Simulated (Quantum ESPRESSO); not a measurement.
# Voltage at the next charge: Rh(100), 5 layers against an electrode

How the rows were computed: Quantum ESPRESSO 7.5, PBE, GBRV ultrasoft; ESM with bc3, a metal electrode 7.00 Å above the top atoms; cell area 7.220 Å²; ions fixed. V is the potential energy of an electron at the electrode over the slab's Fermi level, divided by e, so that it equals the work function at zero charge; positive charge removes electrons.

| charge (e a cell) | V (V) |
| --- | --- |
| 0 | 5.123 |
| 0.0108 | 6.573 |
| 0.0217 | 8.050 |

**Question.** What is V at a charge of 0.0433 e, and what capacitance do the rows imply?

**Fit.** The last two rows give dV/dq = (8.050 − 6.573)/(0.0217 − 0.0108) = 135.5 V/e, so C = 1602/(7.220 × 135.5) = 1.64 µF/cm², an effective gap of 8.854/1.64 = 5.41 Å. At constant C, V = 8.050 + 135.5 × 0.0216 = 10.98 V.

**Check.** V = 11.008 V; the estimate misses by −0.03 V, 1.1 % of the step. Over the three intervals C goes 1.65, 1.64 and 1.62 µF/cm².

Caveats: Vacuum fills the gap; a dielectric or electrolyte would change C. The slab is thin.
